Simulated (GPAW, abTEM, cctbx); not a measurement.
# CdPPdRh4: the scripts behind a bonding study

Short scripts, each with its output. The cell comes from substitution in a known structure type and wasn't matched to any measured phase.

## 1. Build the all-electron density and subtract free atoms

```text
cell
1.0
     3.961080720    0.000000000    0.000000000
     0.000000000    3.961080720    0.000000000
     0.000000000    0.000000000    6.811644730
Cd Pd Rh P
1 1 4 1
Direct
0.500000000 0.500000000 0.000000000
0.000000000 0.000000000 0.000000000
0.000000000 0.500000000 0.303211530
0.500000000 0.000000000 0.303211530
0.000000000 0.500000000 0.696788470
0.500000000 0.000000000 0.696788470
0.000000000 0.000000000 0.500000000
```

```python
import numpy as np
from ase.io import read
from ase.units import Bohr
from gpaw import GPAW, PW, FermiDirac
from gpaw.calculator import GPAW as OldGPAW
from gpaw.mpi import serial_comm, world
from scipy.special import erfc
from scipy.spatial import cKDTree

atoms = read("cell.vasp")
atoms.calc = GPAW(mode=PW(450), xc="PBE", kpts={"size": (6, 6, 4), "gamma": True},
                 occupations=FermiDirac(0.1), maxiter=120, symmetry={"tolerance": 1e-5}, txt="scf.txt")
atoms.get_potential_energy()
rho = atoms.calc.get_all_electron_density(gridrefinement=2)
moments = atoms.get_magnetic_moments() if atoms.calc.get_number_of_spins() == 2 else np.zeros(len(atoms))
total = atoms.get_magnetic_moment() if moments.any() else 0.0
if world.rank == 0:
    free = OldGPAW(mode=PW(450), xc="PBE", txt=None, communicator=serial_comm)
    neutral = atoms.copy()
    neutral.set_initial_magnetic_moments(None)
    free.initialize(neutral)
    free.set_positions(neutral)
    drho = rho - free.get_all_electron_density(gridrefinement=2)
    # GPAW starts from confined atoms: exchange their smooth part for that of the datasets' free atoms
    h = np.stack(np.meshgrid(*[np.fft.fftfreq(n, 1 / n) for n in drho.shape], indexing="ij"), -1)
    gabs = np.linalg.norm(h @ atoms.cell.reciprocal(), axis=-1)
    tails = np.fft.fftn(free.get_pseudo_density(gridrefinement=2))
    g, form, v0 = np.linspace(0, gabs.max(), 1500), {}, 0
    for e in set(atoms.symbols):
        idx = atoms.symbols.search(e)
        d = free.setups[idx[0]].data
        r, w = d.rgd.r_g * Bohr, d.rgd.r_g**2 * d.rgd.dr_g
        j0 = np.sinc(2 * g[:, None] * r)
        smooth = sum(f * p**2 for f, p in zip(d.f_j, d.phit_jg)) + np.sqrt(4 * np.pi) * d.nct_g
        full = sum(f * p**2 for f, p in zip(d.f_j, d.phi_jg)) + np.sqrt(4 * np.pi) * d.nc_g
        phase = sum(np.exp(-2j * np.pi * h @ s) for s in atoms.get_scaled_positions()[idx])
        tails -= np.interp(gabs, g, j0 @ (smooth * w)) * phase * drho.size / atoms.get_volume()
        form[e] = j0 @ (full * w)
        v0 += 2 * np.pi / 3 * 14.3996 * (full * w * r**2).sum() * len(idx)  # V A^3
    tails *= 0.5 * erfc((gabs - 1.8) / 0.25)  # the tails differ at long wavelengths alone
    drho += np.fft.ifftn(tails).real  # crystal minus superposed spherical free atoms
    np.save("drho.npy", drho)
    dv = atoms.get_volume() / drho.size
    print("grid", drho.shape, " electrons %.3f" % (rho.sum() * dv), " moved by bonding %.3f e" % (abs(drho).sum() * dv / 2))
    pts = np.indices(drho.shape).reshape(3, -1).T / drho.shape @ atoms.cell
    shifts = (np.indices((3, 3, 3)).reshape(3, -1).T - 1) @ atoms.cell
    images = (atoms.positions[None] + shifts[:, None]).reshape(-1, 3)
    dist, idx = cKDTree(images).query(pts, k=4)
    out = drho.ravel()[dist[:, 0] > 0.5]
    print("deformation density beyond 0.5 A of the nuclei: max %.3f, min %.3f e/A^3" % (out.max(), out.min()))
    tie = dist < dist[:, :1] + 1e-4
    q = -np.bincount((idx % len(atoms))[tie], (drho.ravel()[:, None] / tie.sum(1, keepdims=True) * tie)[tie], len(atoms)) * dv
    print("atom        x       y       z   Voronoi charge  moment")
    for a, s, c, m in zip(atoms, atoms.get_scaled_positions(), q, moments):
        print("%-2s%-3d %7.4f %7.4f %7.4f %10.3f %10.2f" % (a.symbol, a.index + 1, *s, c, m))
    np.savez("free.npz", g=g, **form)
    print("mean inner potential of superposed free atoms %.3f V" % (v0 / atoms.get_volume()))
    print("total magnetic moment %.3f muB" % total)
```

```console
$ OMP_NUM_THREADS=1 mpirun -n 4 gpaw python run.py > gpaw.log
```

```text
grid (40, 40, 70)  electrons 289.000  moved by bonding 1.741 e
deformation density beyond 0.5 A of the nuclei: max 0.240, min -0.365 e/A^3
atom        x       y       z   Voronoi charge  moment
Cd1    0.5000  0.5000  0.0000      0.101       0.00
Pd2    0.0000  0.0000  0.0000      0.172       0.00
Rh3    0.0000  0.5000  0.3032     -0.031       0.00
Rh4    0.5000  0.0000  0.3032     -0.031       0.00
Rh5    0.0000  0.5000  0.6968     -0.031       0.00
Rh6    0.5000  0.0000  0.6968     -0.031       0.00
P 7    0.0000  0.0000  0.5000     -0.150       0.00
mean inner potential of superposed free atoms 26.333 V
total magnetic moment 0.000 muB
```

Time: 28 s on 4 cores of Arm Neoverse V2 (shared host), peak memory 1 GiB.

## 2. Fourier-transform the difference

```python
from cctbx import adptbx, crystal, miller, xray
from cctbx.eltbx import tiny_pse
import numpy as np

cs = crystal.symmetry(unit_cell=(3.9611, 3.9611, 6.8116, 90, 90, 90), space_group_symbol='Hall: -P 4 2')  # P4/mmm
atoms = [  # label, site, U (iso, or U11 U22 U33 U12 U13 U23 in A^2), occupancy
    ("Cd1", (0.5, 0.5, 0), 0.0000, 1),
    ("Pd1", (0, 0, 0), 0.0000, 1),
    ("Rh1", (0, 0.5, 0.30321), 0.0000, 1),
    ("P1", (0, 0, 0.5), 0.0000, 1),
]
xs = xray.structure(crystal_symmetry=cs)
for label, site, u, occ in atoms:
    u = adptbx.u_cif_as_u_star(cs.unit_cell(), u) if isinstance(u, tuple) else u
    xs.add_scatterer(xray.scatterer(label, site=site, u=u, occupancy=occ))
xs.scattering_type_registry(table="wk1995")
drho = np.load("drho.npy")
T = np.array([[1, 0, 0], [0, 1, 0], [0, 0, 1]])  # conventional axes in terms of the primitive ones
dF = np.fft.ifftn(drho) * 106.87580  # electrons a conventional cell, indexed by primitive hkl
ms = miller.build_set(cs, anomalous_flag=False, d_min=0.9).sort("resolution")
iam = ms.structure_factors_from_scatterers(xs, algorithm="direct").f_calc()
p1 = xs.expand_to_p1()
z = np.array([tiny_pse.table(sc.scattering_type).atomic_number() for sc in p1.scatterers()])
x = np.array(p1.sites_frac())
free = np.load("free.npz")
print("static structure factors of the conventional cell: F in electrons, V (Mott-Bethe) in volts")
print("   h  k  l      d  |F| table  |F| free   |F| DFT   change   |V| free  |V| DFT  change %")
for h, d, table in list(zip(ms.indices(), ms.d_spacings().data(), iam.data()))[:16]:
    df = dF[tuple(np.rint(np.linalg.solve(T, h)).astype(int))]
    phase = np.exp(2j * np.pi * x @ h)
    f = sum(np.interp(1 / d, free["g"], free[sc.scattering_type]) * p for sc, p in zip(p1.scatterers(), phase))
    fz = (z * phase).sum()
    c = 14.3996 * d * d / (np.pi * cs.unit_cell().volume())
    v0, v1 = abs(fz - f) * c, abs(fz - f - df) * c
    print("%4d%3d%3d %7.4f %9.3f %9.3f %9.3f %8.3f %9.3f %8.3f %8s" % (h + (d, abs(table), abs(f), abs(f + df), abs(f + df) - abs(f), v0, v1, "%.1f" % (100 * (v1 / v0 - 1)) if v0 > 0.02 else "-")))
```

```console
$ python run.py
```

```text
static structure factors of the conventional cell: F in electrons, V (Mott-Bethe) in volts
   h  k  l      d  |F| table  |F| free   |F| DFT   change   |V| free  |V| DFT  change %
   0  0  1  6.8116    20.008    19.964    19.696   -0.267     0.055    0.477    759.6
   1  0  0  3.9611    10.778    10.656    10.582   -0.074     1.577    1.627      3.1
   1  0  1  3.4242    13.306    13.435    13.624    0.189     1.792    1.698     -5.3
   0  0  2  3.4058    28.656    28.595    28.849    0.254     1.812    1.686     -7.0
   1  1  0  2.8009    59.699    59.547    59.531   -0.017     3.853    3.859      0.1
   1  1  1  2.5905   114.455   114.253   113.808   -0.445     6.853    6.981      1.9
   1  0  2  2.5825     8.829     8.829     8.719   -0.110     1.193    1.224      2.6
   0  0  3  2.2705   181.646   181.359   180.711   -0.647    10.921   11.064      1.3
   1  1  2  2.1633   189.824   189.605   188.829   -0.776    12.169   12.325      1.3
   2  0  0  1.9806   211.817   211.611   210.786   -0.825    13.019   13.158      1.1
   1  0  3  1.9699    11.003    10.976    11.018    0.042     1.002    0.996     -0.7
   2  0  1  1.9018    16.937    16.892    16.846   -0.046     0.472    0.479      1.5
   2  1  0  1.7715     7.106     7.161     6.993   -0.168     0.786    0.808      2.9
   1  1  3  1.7638    48.514    48.522    48.334   -0.188     3.233    3.258      0.8
   2  1  1  1.7144    10.433    10.390    10.357   -0.033     0.833    0.837      0.5
   2  0  2  1.7121    23.196    23.205    23.088   -0.116     1.136    1.150      1.3
```

Time: 0.23 s on 1 core of Arm Neoverse V2 (shared host), peak memory 0.08 GiB.

## 3. Rock the beam across one reflection

```python
import abtem
import numpy as np
from ase.build import make_supercell
from ase.io import read

abtem.config.set({"dask.lazy": False, "fft": "fftw", "diagnostics.progress_bar": False})
M = [[1, -1, 0], [0, 0, -1], [1, 1, 0]]  # rows: x, y and beam direction in the primitive cell's axes
unit = make_supercell(read("cell.vasp"), M)
unit.set_cell(list(unit.cell.lengths()) + [90, 90, 90], scale_atoms=True)
unit.positions[:, 2] += 0.7002  # keeps atomic planes off the slice boundaries
unit.wrap()
slab = unit * (1, 1, 160)
print(slab.get_chemical_formula(), "| box %.2f x %.2f x %.2f A" % tuple(slab.cell.lengths()))

# change of the potential by bonding, from the DFT deformation density (Poisson's equation term by term)
drho = np.load("drho.npy")
prim = read("cell.vasp")
h = np.stack(np.meshgrid(*[np.fft.fftfreq(n, 1 / n) for n in drho.shape], indexing="ij"), -1).reshape(-1, 3).astype(int)
g2 = ((h @ prim.cell.reciprocal()) ** 2).sum(1)
keep = (g2 > 0) & (g2 < 2.5**2)
shape = (125, 152, 32)
vg = np.zeros(shape, complex)
hm = h[keep] @ np.array(M).T
move = np.exp(-2j * np.pi * hm[:, 2] * (0.7002 / unit.cell[2, 2] - 0.5 / shape[2]))  # the same shift, sampled at mid-points
vg[tuple(hm.T % np.array(shape)[:, None])] = -14.3996 / np.pi * (np.fft.fftn(drho).ravel() / drho.size)[keep] / g2[keep] * move
dV = np.fft.ifftn(vg).real * vg.size
dV = dV.reshape(125, 152, 4, 8).mean(3) * unit.cell[2, 2] / 4  # V A, projected in each slice
dV = np.tile(dV.transpose(2, 0, 1), (160, 1, 1))


def build(atoms):
    p = abtem.Potential(atoms, gpts=(125, 152), slice_thickness=[slab.cell[2, 2] / 640] * 640,
                        parametrization="lobato", projection="infinite", exit_planes=160).build()
    p.array[:] += BONDING * dV
    return p


def potentials():
    yield build(slab)  # atoms at rest


for label, BONDING in (("IAM", 0.0), ("DFT", 1.0)):
    print("=====", label)
    potential = build(slab)
    print("grid", potential.gpts, "slices", potential.num_slices)
    thickness = potential.exit_thicknesses
    h = np.array(M) @ np.linalg.solve(np.array([[1, 0, 0], [0, 1, 0], [0, 0, 1]]), [1, -1, 0])
    ix, iy = round(h[0]) * 1, round(h[1]) * 1
    gxy = h[:2] / unit.cell.lengths()[:2]
    along = gxy / np.hypot(*gxy)
    across = np.array([-along[1], along[0]])
    bragg = 500 * abtem.PlaneWave(energy=300000).wavelength * np.hypot(*gxy)
    print("Bragg angle %.3f mrad; beam tilted 37 mrad off the zone axis across the row" % bragg)
    print("dark-field intensity of 1 -1 0 against tilt along the row, in Bragg angles")
    print("  t (A)" + "".join("%8.2f" % s for s in [0.2, 0.4, 0.6, 0.8, 1.0, 1.2, 1.4, 1.6, 1.8, 2.0, 2.2, 2.4, 2.6]))
    rows = []
    row = [(n * ix, n * iy) for n in range(-8, 9)]
    for s in [0.2, 0.4, 0.6, 0.8, 1.0, 1.2, 1.4, 1.6, 1.8, 2.0, 2.2, 2.4, 2.6]:
        tilt = -s * bragg * along + 37 * across
        dp = abtem.PlaneWave(energy=300000, tilt=tuple(tilt)).multislice(potential).diffraction_patterns(max_angle="valid").array
        rows.append(dp[:, dp.shape[1] // 2 + ix, dp.shape[2] // 2 + iy])
        if s == 1.0:
            cx, cy = dp.shape[1] // 2, dp.shape[2] // 2
            share = sum(dp[:, cx + i, cy + j] for i, j in row if abs(i) < cx and abs(j) < cy) / dp.sum(axis=(1, 2))
            total = dp.sum(axis=(1, 2))
    for t, a in list(zip(thickness, np.array(rows).T))[1:]:
        print("%7.1f" % t + "".join("%8.4f" % v for v in a))
    print("at the Bragg tilt, share in the row:", share[1:].round(3).tolist(), "total:", total[1:].round(3).tolist())
```

```console
$ python run.py
```

```text
Cd320P320Pd320Rh1280 | box 5.60 x 6.81 x 896.29 A
===== IAM
grid (125, 152) slices 640
Bragg angle 3.514 mrad; beam tilted 37 mrad off the zone axis across the row
dark-field intensity of 1 -1 0 against tilt along the row, in Bragg angles
  t (A)    0.20    0.40    0.60    0.80    1.00    1.20    1.40    1.60    1.80    2.00    2.20    2.40    2.60
  224.1  0.0983  0.1243  0.1451  0.1586  0.1646  0.1616  0.1493  0.1279  0.1010  0.0731  0.0478  0.0264  0.0113
  448.1  0.0730  0.0727  0.0713  0.0986  0.1680  0.0971  0.0715  0.0725  0.0713  0.0549  0.0189  0.0021  0.0395
  672.2  0.0312  0.0347  0.0093  0.1724  0.1905  0.1768  0.0090  0.0345  0.0303  0.0021  0.0198  0.0011  0.0335
  896.3  0.0974  0.0216  0.0501  0.1607  0.0738  0.1624  0.0491  0.0206  0.0972  0.0717  0.0671  0.0021  0.0184
at the Bragg tilt, share in the row: [0.3720000088214874, 0.3919999897480011, 0.3089999854564667, 0.3310000002384186] total: [0.9890000224113464, 0.9750000238418579, 0.949999988079071, 0.9359999895095825]
===== DFT
grid (125, 152) slices 640
Bragg angle 3.514 mrad; beam tilted 37 mrad off the zone axis across the row
dark-field intensity of 1 -1 0 against tilt along the row, in Bragg angles
  t (A)    0.20    0.40    0.60    0.80    1.00    1.20    1.40    1.60    1.80    2.00    2.20    2.40    2.60
  224.1  0.0973  0.1232  0.1445  0.1589  0.1653  0.1620  0.1488  0.1269  0.1001  0.0728  0.0481  0.0271  0.0120
  448.1  0.0695  0.0708  0.0689  0.0961  0.1689  0.0946  0.0690  0.0704  0.0678  0.0527  0.0185  0.0018  0.0371
  672.2  0.0294  0.0355  0.0079  0.1670  0.1934  0.1714  0.0074  0.0354  0.0284  0.0019  0.0195  0.0008  0.0329
  896.3  0.0929  0.0233  0.0463  0.1540  0.0786  0.1555  0.0453  0.0222  0.0926  0.0697  0.0649  0.0020  0.0168
at the Bragg tilt, share in the row: [0.3659999966621399, 0.3919999897480011, 0.31200000643730164, 0.3449999988079071] total: [0.9890000224113464, 0.9750000238418579, 0.9509999752044678, 0.9380000233650208]
```

Time: 28 s.

## 4. Get the inner potential from a slab

```python
import numpy as np
from ase.io import read
from ase.units import Bohr
from gpaw import GPAW, PW, FermiDirac
from gpaw.calculator import GPAW as OldGPAW
from gpaw.mpi import serial_comm, world
from scipy.special import erfc
from ase.build import make_supercell

M = [[0, -1, 0], [1, 0, 0], [0, 0, 1]]  # rows: x, y and surface normal in the primitive cell's axes
unit = make_supercell(read("cell.vasp"), M)
unit.set_cell(list(unit.cell.lengths()) + [90, 90, 90], scale_atoms=True)
unit.positions[:, 2] -= 1.0350
unit.wrap()
atoms = unit * (1, 1, 2)
thickness = atoms.cell[2, 2]
atoms.center(vacuum=6, axis=2)
atoms.pbc = (True, True, False)
atoms.calc = GPAW(mode=PW(450), xc="PBE", kpts={"size": (4, 4, 1), "gamma": True},
                 occupations=FermiDirac(0.1), maxiter=120, symmetry={"tolerance": 1e-5}, poissonsolver={"dipolelayer": "xy"}, txt="slab.txt")
atoms.get_potential_energy()
rho = atoms.calc.get_all_electron_density(gridrefinement=2)
v = atoms.calc.get_electrostatic_potential().mean(axis=(0, 1))
ef = atoms.calc.get_fermi_level()
if world.rank == 0:
    free = OldGPAW(mode=PW(450), xc="PBE", txt=None, communicator=serial_comm)
    neutral = atoms.copy()
    neutral.set_initial_magnetic_moments(None)
    free.initialize(neutral)
    free.set_positions(neutral)
    drho = rho - free.get_all_electron_density(gridrefinement=2)
    # GPAW starts from confined atoms: exchange their smooth part for that of the datasets' free atoms
    h = np.stack(np.meshgrid(*[np.fft.fftfreq(n, 1 / n) for n in drho.shape], indexing="ij"), -1)
    gabs = np.linalg.norm(h @ atoms.cell.reciprocal(), axis=-1)
    tails = np.fft.fftn(free.get_pseudo_density(gridrefinement=2))
    g, form, v0 = np.linspace(0, gabs.max(), 1500), {}, 0
    for e in set(atoms.symbols):
        idx = atoms.symbols.search(e)
        d = free.setups[idx[0]].data
        r, w = d.rgd.r_g * Bohr, d.rgd.r_g**2 * d.rgd.dr_g
        j0 = np.sinc(2 * g[:, None] * r)
        smooth = sum(f * p**2 for f, p in zip(d.f_j, d.phit_jg)) + np.sqrt(4 * np.pi) * d.nct_g
        full = sum(f * p**2 for f, p in zip(d.f_j, d.phi_jg)) + np.sqrt(4 * np.pi) * d.nc_g
        phase = sum(np.exp(-2j * np.pi * h @ s) for s in atoms.get_scaled_positions()[idx])
        tails -= np.interp(gabs, g, j0 @ (smooth * w)) * phase * drho.size / atoms.get_volume()
        form[e] = j0 @ (full * w)
        v0 += 2 * np.pi / 3 * 14.3996 * (full * w * r**2).sum() * len(idx)  # V A^3
    tails *= 0.5 * erfc((gabs - 1.8) / 0.25)  # the tails differ at long wavelengths alone
    drho += np.fft.ifftn(tails).real  # crystal minus superposed spherical free atoms
    n = drho.mean(axis=(0, 1))
    dz = atoms.cell[2, 2] / len(n)
    dV = 180.951 * np.cumsum(np.cumsum(n)) * dz**2  # V; d2V/dz2 = e n / eps0, zero in the vacuum below
    step = dV[-1]
    print(atoms.get_chemical_formula(), "| slab of %.3f A, cell height %.2f A" % (thickness, atoms.cell[2, 2]))
    print("vacuum step across the slab %.3f V" % step)
    print("Fermi level below the vacuum: %.2f eV (bottom), %.2f eV (top)" % (v[3] - ef, v[-4] - ef))
    inside = np.arange(len(n)) * dz
    ramp = np.clip((inside - atoms.cell[2, 2] / 2) / thickness + 0.5, 0, 1) * step
    print("change of the mean inner potential by bonding %.3f V" % ((dV - ramp).sum() * dz / thickness))
    np.save("profile.npy", np.c_[inside, n, dV])
```

```console
$ OMP_NUM_THREADS=1 mpirun -n 4 gpaw python run.py > gpaw.log
```

```text
Cd2P2Pd2Rh8 | slab of 13.623 A, cell height 23.56 A
vacuum step across the slab 0.073 V
Fermi level below the vacuum: 4.51 eV (bottom), 4.45 eV (top)
change of the mean inner potential by bonding -1.889 V
```

Time: 80 s.

[Outputs are excerpts: Python notices, other lines and further rows are left out; steps that failed or that the build refused (PBEsol, TPSS) are not shown.]

[Logs are printed without paths, hosts, clocks, repeated set-up lines and the standing remarks that a program may print on its own settings, such as how far it seeks lower states.]
